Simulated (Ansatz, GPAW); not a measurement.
**Work function of a 7-layer slab of Mg(0001) at several levels**

How far do functional and basis move the work function of a 7-layer slab of Mg(0001)?

Method: Ansatz plane waves; slab in vacuum with a dipole correction, relaxation, in the first sound run; inputs show where later runs differ, in GPAW 26.7.0 and Ansatz 0.2.0.

This is a report of a sequence of runs, with most program output left out.

**1. Set-up**

The cell holds 7 atoms: 7 Mg. Its edges and angles: a = 3.210 Å, b = 3.210 Å, c = 29.639 Å, α = 90.0°, β = 90.0°, γ = 60.0°. Vacuum lies along c.

Structure file:

```cif
data_structure
_symmetry_space_group_name_H-M 'P 1'
_symmetry_Int_Tables_number 1
_cell_length_a 3.2100
_cell_length_b 3.2100
_cell_length_c 29.6391
_cell_angle_alpha 90.000
_cell_angle_beta 90.000
_cell_angle_gamma 60.000
_cell_volume 264.49
loop_
_atom_site_label
_atom_site_type_symbol
_atom_site_fract_x
_atom_site_fract_y
_atom_site_fract_z
_atom_site_occupancy
Mg1 Mg 0.00000 0.00000 0.23617 1
Mg2 Mg 0.66667 0.66667 0.32412 1
Mg3 Mg 0.00000 0.00000 0.41206 1
Mg4 Mg 0.66667 0.66667 0.50000 1
Mg5 Mg 0.00000 0.00000 0.58794 1
Mg6 Mg 0.66667 0.66667 0.67588 1
Mg7 Mg 0.00000 0.00000 0.76383 1
```

**2. Relaxing the atoms**

Forces are removed first; all later runs use this geometry. The lowest 3 atoms are held at bulk positions and keep their forces.

Input file input.yaml:

```yaml
crystal:
  lattice:
    - [3.21, 0.0, 0.0]
    - [1.605, 2.7799415461, 0.0]
    - [0.0, 0.0, 29.63912]
  atoms:
    - { symbol: Mg, position: [0.0, 0.0, 0.2361743534] }
    - { symbol: Mg, position: [0.6666666667, 0.6666666667, 0.3241162356] }
    - { symbol: Mg, position: [0.0, 0.0, 0.4120581178] }
    - { symbol: Mg, position: [0.6666666667, 0.6666666667, 0.5] }
    - { symbol: Mg, position: [0.0, 0.0, 0.5879418822] }
    - { symbol: Mg, position: [0.6666666667, 0.6666666667, 0.6758837644] }
    - { symbol: Mg, position: [0.0, 0.0, 0.7638256466] }
kpoints:
  mp_grid: { grid: [11, 11, 1] }
hamiltonian:
  xc: pbe
scf:
  occupations: { method: fermi_dirac, width: 0.1 }
efield:
  axis: 3
  dipole_correction: true
  ramp_width: 0.05
relax:
  f_tol: 0.02
  max_steps: 60
  constraints: [{ sites: [0, 1, 2] }]
output:
  write_potential: true
  write_density: true
  volumetric_format: npy
```

On the command line:

```sh
ansatz run input.yaml --threads 4 --pin off --max-ram 8192MiB --backend cpu --events-out ev --progress --plain --runs-dir out
```

Wall time 6.5 s (4 threads of Arm Neoverse V1, shared host); peak memory 0.58 GiB.

Relaxation path:

| step | energy less that of the first step (eV) | largest force component (eV/Å) |
| --- | --- | --- |
| 1 | 0.0000 | 0.0357 |
| 2 | -0.0010 | 0.0079 |

Forces are held to the 6 operations that the run works with; a distortion that breaks them can't arise in this run.

The atoms that moved most (Å):

| atom | dx | dy | dz | length |
| --- | --- | --- | --- | --- |
| Mg6 | 0.000 | 0.000 | -0.046 | 0.046 |
| Mg7 | 0.000 | 0.000 | -0.039 | 0.039 |
| Mg5 | 0.000 | 0.000 | -0.033 | 0.033 |
| Mg4 | 0.000 | 0.000 | -0.016 | 0.016 |

This step gave:

| Quantity | Value |
| --- | --- |
| free energy | -13466.0886 eV |
| smearing term TS | 0.08039 eV |
| symmetry operations | 6 |
| upper work function | 3.736 eV |
| lower work function | 3.738 eV |
| dipole along the normal | 6.53e-5 e·Å |
| dipole field | 4.47e-5 V/Å |
| vacuum level above | 5.731 eV |
| vacuum level below | 5.732 eV |

The electrostatic potential energy of an electron (with the applied field's), less the Fermi level, planar mean oscillates, so the rows of the table below give means over windows of 2.67 Å about each position, cut where the curve ends. Its maxima inside the range that stand out by 2 % of the span (Å: eV): 8.3: 1.03, 11.0: 1.01, 13.5: 0.970, 16.2: 0.944, 18.7: 0.989, 21.3: 1.03. Its minima: 7.0: -11.7, 9.6: -11.6, 12.2: -11.6, 14.8: -11.7, 17.3: -11.6, 20.0: -11.7, 22.7: -11.5.

Table of electrostatic potential energy of an electron (with the applied field's), less the Fermi level, planar mean by z; means over each step:

| z (Å) | electrostatic potential energy of an electron (with the applied field's), less the Fermi level, planar mean (eV) |
| --- | --- |
| 1.33 | 3.74 |
| 4.00 | 3.59 |
| 6.67 | -3.65 |
| 9.34 | -3.89 |
| 12.02 | -3.92 |
| 14.68 | -3.92 |
| 17.36 | -3.92 |
| 20.02 | -3.87 |
| 22.70 | -3.81 |
| 25.37 | 3.49 |
| 28.04 | 3.74 |

The valence density, planar mean oscillates, so the rows of the table below give means over windows of 2.67 Å about each position, cut where the curve ends. Its maxima inside the range that stand out by 2 % of the span (Å: e/Å³): 7.0: 1.50, 9.6: 1.50, 12.2: 1.47, 14.8: 1.51, 17.3: 1.48, 20.0: 1.51, 22.7: 1.45. Its minima: 8.3: 0.0881, 10.8: 0.0896, 13.5: 0.0911, 16.2: 0.0912, 18.7: 0.0905, 21.3: 0.0876.

The valence density, planar mean by z; means over each step:

| z (Å) | valence density, planar mean (e/Å³) |
| --- | --- |
| 1.33 | 9.7e-6 |
| 4.00 | 0.00394 |
| 6.67 | 0.406 |
| 9.34 | 0.422 |
| 12.02 | 0.422 |
| 14.68 | 0.423 |
| 17.36 | 0.422 |
| 20.02 | 0.422 |
| 22.70 | 0.411 |
| 25.37 | 0.00621 |
| 28.04 | 1.7e-5 |

The relaxation lowered the energy of the cell by 9.7e-4 eV.

**3. The slab's potential**

With the geometry fixed, the planar mean of the potential gives the vacuum level on each side.

This step: GPAW, PAW setups; slab in vacuum (GPAW 26.7.0).

Input file run.py:

```python
import json
import numpy as np
from ase import Atoms
from gpaw import GPAW, PW

slab = Atoms(
    ['Mg', 'Mg', 'Mg', 'Mg', 'Mg', 'Mg', 'Mg'],
    positions=[
        [0.00000, 0.00000, 7.00000],
        [3.21000, 1.85329, 9.60652],
        [0.00000, 0.00000, 12.21304],
        [3.21000, 1.85329, 14.80376],
        [-0.00000, 0.00000, 17.39328],
        [3.21000, 1.85329, 19.98636],
        [-0.00000, 0.00000, 22.60055]],
    cell=[[3.21, 0.0, 0.0], [1.605, 2.77994, 0.0], [0.0, 0.0, 29.63912]],
    pbc=[True, True, False])

slab.calc = GPAW(mode=PW(400), xc='PBE', kpts={'size': (11, 11, 1), 'gamma': True},
                 occupations={'name': 'fermi-dirac', 'width': 0.1}, nbands='200%',
                 convergence={'density': 1e-05}, maxiter=200,
                 poissonsolver={'dipolelayer': 'xy'},
                 symmetry={'tolerance': 1e-3}, txt='slab.txt')
result = {}
energy = slab.get_potential_energy()
fermi = slab.calc.get_fermi_level()
v = slab.calc.get_electrostatic_potential().mean((0, 1)) - fermi
n = slab.calc.get_pseudo_density().mean((0, 1))
L = slab.cell[2, 2]
z = np.arange(len(v)) * L / len(v)
low, high = slab.positions[:, 2].min(), slab.positions[:, 2].max()
below, above = np.interp([low - 4.8, high + 4.8], z, v)
slopes = [np.interp(x, z, np.gradient(v, z)) for x in (low - 4.8, high + 4.8)]
eps = np.array([[slab.calc.get_eigenvalues(k, s) for k in range(len(slab.calc.get_ibz_k_points()))]
                for s in range(slab.calc.get_number_of_spins())]) - fermi
top, bottom = eps[eps < 0].max(), eps[eps > 0].min()
dipole = slab.get_dipole_moment()[2]
print(f'energy {energy:.4f} eV, Fermi level {fermi:.4f} eV, dipole {dipole:.5f} e A')
print(f'potential 4.8 A off the faces, from the Fermi level: lower {below:.4f} eV, upper {above:.4f} eV')
print(f'slope of the potential there: lower {slopes[0]:.5f}, upper {slopes[1]:.5f} eV/A')
print(f'nearest levels on the mesh: {top:.4f} and {bottom:.4f} eV')
print('magnetic moment', round(slab.get_magnetic_moment(), 3))
result.update(energy=energy, fermi=fermi, dipole=dipole, below=below, above=above, slopes=slopes, edges=[top, bottom],
              z=z.tolist(), v=v.tolist(), n=n.tolist(), positions=slab.positions.tolist(),
              forces=slab.get_forces(apply_constraint=False).tolist(), moments=slab.get_magnetic_moments().tolist())
json.dump(result, open('result.json', 'w'))
```

On the command line:

```sh
OMP_NUM_THREADS=1 OPENBLAS_NUM_THREADS=1 python run.py
```

The job ended after 5.8 min (1 thread; peak memory 0.28 GiB).

This step gave:

| Quantity | Value |
| --- | --- |
| dipole along the normal | 3.21e-5 e·Å |
| levels nearest the Fermi level on the mesh | -0.09582, 0.1091 eV from the Fermi level |
| upper work function | 3.737 eV |
| lower work function | 3.737 eV |

The electrostatic potential energy of an electron (without an applied field's), less the Fermi level, planar mean oscillates, so the rows of the table below give means over windows of 2.65 Å about each position, cut where the curve ends. Its maxima inside the range that stand out by 2 % of the span (Å: eV): 8.3: 1.01, 10.9: 1.04, 13.5: 0.965, 16.1: 0.973, 18.7: 0.977, 21.3: 1.05. Its minima: 7.0: -9.91, 9.6: -9.86, 12.2: -9.90, 14.8: -9.94, 17.4: -9.92, 20.0: -9.87, 22.7: -9.83.

The electrostatic potential energy of an electron (without an applied field's), less the Fermi level, planar mean by z; means over each step:

z (Å), electrostatic potential energy of an electron (without an applied field's), less the Fermi level, planar mean (eV) and a bar from the least value:
```
     1.32       3.74 ##############################
     3.97       3.60 #############################
     6.62      -3.06 #
     9.27      -3.34 
    11.92      -3.38 
    14.57      -3.39 
    17.22      -3.39 
    19.87      -3.34 
    22.52      -3.33 
    25.17       3.37 ############################
    27.82       3.74 ##############################
```

The pseudo valence density, planar mean oscillates, so the rows of the table below give means over windows of 2.54 Å about each position, cut where the curve ends. Its maxima inside the range that stand out by 2 % of the span (Å: e/Å³): 7.0: 1.55, 9.5: 1.47, 12.3: 1.50, 14.8: 1.55, 17.4: 1.54, 19.9: 1.46, 22.7: 1.52. Its minima: 8.3: 0.0881, 10.8: 0.0896, 13.5: 0.0912, 16.1: 0.0912, 18.6: 0.0907, 21.4: 0.0877.

The pseudo valence density, planar mean by z; means over each step:

z (Å), pseudo valence density, planar mean (e/Å³) and a bar:
```
     1.27       0.00 
     3.81       0.00 
     6.35       0.41 ############################
     8.89       0.44 ##############################
    11.43       0.43 ##############################
    13.97       0.43 ##############################
    16.51       0.43 ##############################
    19.05       0.43 ##############################
    21.59       0.42 #############################
    24.13       0.09 ######
    26.67       0.00 
    29.21       0.00
```

The potential is flat to 0.002 eV/Å where it is read, so the vacuum is wide enough. The geometry is the other program's minimum; here the largest force on a free atom is 0.0079 eV/Å.

**4. Self-consistent run: xc = "RPBE"**

The same geometry under RPBE, to see how far the functional moves the levels against the vacuum.

Edit run.py of step 3 so:

```diff
@@ -18,3 +18,3 @@
 
-slab.calc = GPAW(mode=PW(400), xc='PBE', kpts={'size': (11, 11, 1), 'gamma': True},
+slab.calc = GPAW(mode=PW(400), xc='RPBE', kpts={'size': (11, 11, 1), 'gamma': True},
                  occupations={'name': 'fermi-dirac', 'width': 0.1}, nbands='200%',
```

It took 5.4 min on 1 thread; peak memory 0.28 GiB.

Numbers from this step:

```yaml
dipole_along_the_normal: 7.69e-5 e·Å
levels_nearest_the_fermi_level_on_the_mesh: -0.07063, 0.1046 eV from the Fermi level
upper_work_function: 3.678 eV
lower_work_function: 3.679 eV
```

The electrostatic potential energy of an electron (without an applied field's), less the Fermi level, planar mean oscillates, so the rows of the table below give means over windows of 2.65 Å about each position, cut where the curve ends. Its maxima inside the range that stand out by 2 % of the span (Å: eV): 8.3: 0.926, 10.9: 0.949, 13.5: 0.873, 16.1: 0.881, 18.7: 0.887, 21.3: 0.965. Its minima: 7.0: -10.00, 9.6: -9.96, 12.2: -10.0, 14.8: -10.1, 17.4: -10.0, 20.0: -9.97, 22.7: -9.92.

Electrostatic potential energy of an electron (without an applied field's), less the Fermi level, planar mean against z; means over each step:

| z (Å) | electrostatic potential energy of an electron (without an applied field's), less the Fermi level, planar mean (eV) |
| --- | --- |
| 1.32 | 3.68 |
| 3.97 | 3.54 |
| 6.62 | -3.15 |
| 9.27 | -3.44 |
| 11.92 | -3.48 |
| 14.57 | -3.49 |
| 17.22 | -3.49 |
| 19.87 | -3.44 |
| 22.52 | -3.43 |
| 25.17 | 3.30 |
| 27.82 | 3.68 |

The pseudo valence density, planar mean oscillates, so the rows of the table below give means over windows of 2.54 Å about each position, cut where the curve ends. Its maxima inside the range that stand out by 2 % of the span (Å: e/Å³): 7.0: 1.55, 9.5: 1.47, 12.3: 1.50, 14.8: 1.55, 17.4: 1.54, 19.9: 1.46, 22.7: 1.52. Its minima: 8.3: 0.0888, 10.8: 0.0903, 13.5: 0.0919, 16.1: 0.0919, 18.8: 0.0913, 21.4: 0.0883.

The pseudo valence density, planar mean by z; means over each step:

| z (Å) | pseudo valence density, planar mean (e/Å³) |
| --- | --- |
| 1.27 | 8.4e-6 |
| 3.81 | 0.00243 |
| 6.35 | 0.411 |
| 8.89 | 0.436 |
| 11.43 | 0.434 |
| 13.97 | 0.434 |
| 16.51 | 0.432 |
| 19.05 | 0.429 |
| 21.59 | 0.419 |
| 24.13 | 0.0922 |
| 26.67 | 3.6e-4 |
| 29.21 | 1.9e-6 |

Force by atom:

| atom | x (eV/Å) | y (eV/Å) | z (eV/Å) | size |
| --- | --- | --- | --- | --- |
| Mg1 | 0.0000 | 0.0000 | -0.0690 | 0.0690 |
| Mg2 | 0.0000 | 0.0000 | 0.0349 | 0.0349 |
| Mg3 | 0.0000 | 0.0000 | -0.0167 | 0.0167 |
| Mg4 | 0.0000 | 0.0000 | -0.0029 | 0.0029 |
| Mg5 | 0.0000 | 0.0000 | -0.0006 | 0.0006 |
| Mg6 | 0.0000 | 0.0000 | -0.0065 | 0.0065 |
| Mg7 | 0.0000 | 0.0000 | 0.0587 | 0.0587 |

The upper face's work function is 3.678 eV, against 3.737 eV in the first plane-wave PBE run at this geometry.

**5. Self-consistent run: xc = "LDA"**

The same geometry under LDA, to see how far the functional moves the levels against the vacuum.

Edit run.py of step 4 so:

```diff
@@ -18,3 +18,3 @@
 
-slab.calc = GPAW(mode=PW(400), xc='RPBE', kpts={'size': (11, 11, 1), 'gamma': True},
+slab.calc = GPAW(mode=PW(400), xc='LDA', kpts={'size': (11, 11, 1), 'gamma': True},
                  occupations={'name': 'fermi-dirac', 'width': 0.1}, nbands='200%',
```

Wall time 3.9 min (1 thread); peak memory 0.28 GiB.

Numbers from this step:

```
dipole along the normal                    : 4.26e-5 e·Å
levels nearest the Fermi level on the mesh : -0.1145, 0.1130 eV from the Fermi level
upper work function                        : 3.858 eV
lower work function                        : 3.858 eV
```

The electrostatic potential energy of an electron (without an applied field's), less the Fermi level, planar mean oscillates, so the rows of the table below give means over windows of 2.65 Å about each position, cut where the curve ends. Its maxima inside the range that stand out by 2 % of the span (Å: eV): 8.3: 1.17, 10.9: 1.20, 13.5: 1.13, 16.1: 1.14, 18.7: 1.14, 21.3: 1.21. Its minima: 7.0: -9.74, 9.6: -9.68, 12.2: -9.71, 14.8: -9.75, 17.4: -9.73, 20.0: -9.68, 22.7: -9.66.

The electrostatic potential energy of an electron (without an applied field's), less the Fermi level, planar mean by z; means over each step:

| z (Å) | electrostatic potential energy of an electron (without an applied field's), less the Fermi level, planar mean (eV) |
| --- | --- |
| 1.32 | 3.86 |
| 3.97 | 3.72 |
| 6.62 | -2.90 |
| 9.27 | -3.16 |
| 11.92 | -3.20 |
| 14.57 | -3.20 |
| 17.22 | -3.20 |
| 19.87 | -3.16 |
| 22.52 | -3.17 |
| 25.17 | 3.49 |
| 27.82 | 3.86 |

The upper face's work function is 3.858 eV, against 3.737 eV in the first plane-wave PBE run at this geometry.

**6. OptPBE vdW: xc = "optPBE-vdW"**

The same geometry under optPBE-vdW, to see how far the functional moves the levels against the vacuum (the van der Waals functionals take revPBE setups).

Edit run.py of step 5 so:

```diff
@@ -18,3 +18,3 @@
 
-slab.calc = GPAW(mode=PW(400), xc='LDA', kpts={'size': (11, 11, 1), 'gamma': True},
+slab.calc = GPAW(mode=PW(400), xc='optPBE-vdW', kpts={'size': (11, 11, 1), 'gamma': True},
                  occupations={'name': 'fermi-dirac', 'width': 0.1}, nbands='200%',
```

Elapsed: 5.3 min, on 1 thread; peak memory 0.44 GiB.

Numbers from this step:

```
dipole along the normal                    : 2.73e-5 e·Å
levels nearest the Fermi level on the mesh : -0.08596, 0.09894 eV from the Fermi level
upper work function                        : 3.833 eV
lower work function                        : 3.832 eV
```

The electrostatic potential energy of an electron (without an applied field's), less the Fermi level, planar mean oscillates, so the rows of the table below give means over windows of 2.65 Å about each position, cut where the curve ends. Its maxima inside the range that stand out by 2 % of the span (Å: eV): 8.3: 0.964, 10.9: 1.01, 13.5: 0.936, 16.1: 0.944, 18.7: 0.946, 21.3: 1.00. Its minima: 7.0: -9.89, 9.6: -9.85, 12.2: -9.89, 14.8: -9.93, 17.4: -9.91, 20.0: -9.86, 22.7: -9.81.

Table of electrostatic potential energy of an electron (without an applied field's), less the Fermi level, planar mean by z; means over each step:

| z (Å) | electrostatic potential energy of an electron (without an applied field's), less the Fermi level, planar mean (eV) |
| --- | --- |
| 1.32 | 3.83 |
| 3.97 | 3.67 |
| 6.62 | -3.06 |
| 9.27 | -3.36 |
| 11.92 | -3.39 |
| 14.57 | -3.40 |
| 17.22 | -3.40 |
| 19.87 | -3.35 |
| 22.52 | -3.34 |
| 25.17 | 3.42 |
| 27.82 | 3.83 |

The upper face's work function is 3.833 eV, against 3.737 eV in the first plane-wave PBE run at this geometry.

**7. Self-consistent run: xc = "revPBE"**

The same geometry under revPBE, to see how far the functional moves the levels against the vacuum.

Edit run.py of step 6 so:

```diff
@@ -18,3 +18,3 @@
 
-slab.calc = GPAW(mode=PW(400), xc='optPBE-vdW', kpts={'size': (11, 11, 1), 'gamma': True},
+slab.calc = GPAW(mode=PW(400), xc='revPBE', kpts={'size': (11, 11, 1), 'gamma': True},
                  occupations={'name': 'fermi-dirac', 'width': 0.1}, nbands='200%',
```

It took 3.4 min on 1 thread; peak memory 0.28 GiB.

This step gave:

| Item | Value |
| --- | --- |
| dipole along the normal | 5.33e-5 e·Å |
| levels nearest the Fermi level on the mesh | -0.07331, 0.1049 eV from the Fermi level |
| upper work function | 3.679 eV |
| lower work function | 3.679 eV |

The upper face's work function is 3.679 eV, against 3.737 eV in the first plane-wave PBE run at this geometry.

**8. Self-consistent run: xc = "vdW-DF2"**

The same geometry under vdW-DF2, to see how far the functional moves the levels against the vacuum (the van der Waals functionals take revPBE setups).

Edit run.py of step 7 so:

```diff
@@ -18,3 +18,3 @@
 
-slab.calc = GPAW(mode=PW(400), xc='revPBE', kpts={'size': (11, 11, 1), 'gamma': True},
+slab.calc = GPAW(mode=PW(400), xc='vdW-DF2', kpts={'size': (11, 11, 1), 'gamma': True},
                  occupations={'name': 'fermi-dirac', 'width': 0.1}, nbands='200%',
```

The job ended after 5.7 min (1 thread; peak memory 0.44 GiB).

This step gave:

```yaml
dipole_along_the_normal: 6.77e-5 e·Å
levels_nearest_the_fermi_level_on_the_mesh: -0.1043, 0.1059 eV from the Fermi level
upper_work_function: 3.851 eV
lower_work_function: 3.851 eV
```

The upper face's work function is 3.851 eV, against 3.737 eV in the first plane-wave PBE run at this geometry.

**9. Real-space grid: mode = "fd"**

A real-space grid is a second complete basis, so it checks the plane-wave result.

Edit run.py of step 8 so:

```diff
@@ -3,3 +3,3 @@
 from ase import Atoms
-from gpaw import GPAW, PW
+from gpaw import GPAW
 
@@ -18,3 +18,3 @@
 
-slab.calc = GPAW(mode=PW(400), xc='vdW-DF2', kpts={'size': (11, 11, 1), 'gamma': True},
+slab.calc = GPAW(mode='fd', h=0.18, xc='PBE', kpts={'size': (11, 11, 1), 'gamma': True},
                  occupations={'name': 'fermi-dirac', 'width': 0.1}, nbands='200%',
```

Wall time 18 min (1 thread); peak memory 1.2 GiB.

This step gave:

```yaml
dipole_along_the_normal: -2.03e-6 e·Å
levels_nearest_the_fermi_level_on_the_mesh: -0.09452, 0.1089 eV from the Fermi level
upper_work_function: 3.738 eV
lower_work_function: 3.738 eV
```

The upper face's work function is 3.738 eV, against 3.737 eV in the first plane-wave PBE run at this geometry.

[end of part 1 of 2]

[Logs are printed without paths, hosts, clocks, repeated set-up lines and the standing remarks that a program may print on its own settings, such as how far it seeks lower states.]

[Hosts, paths, dates, database ids (printed as entryN), source tags and the programs' standing remarks are cut or masked in the printed files.]
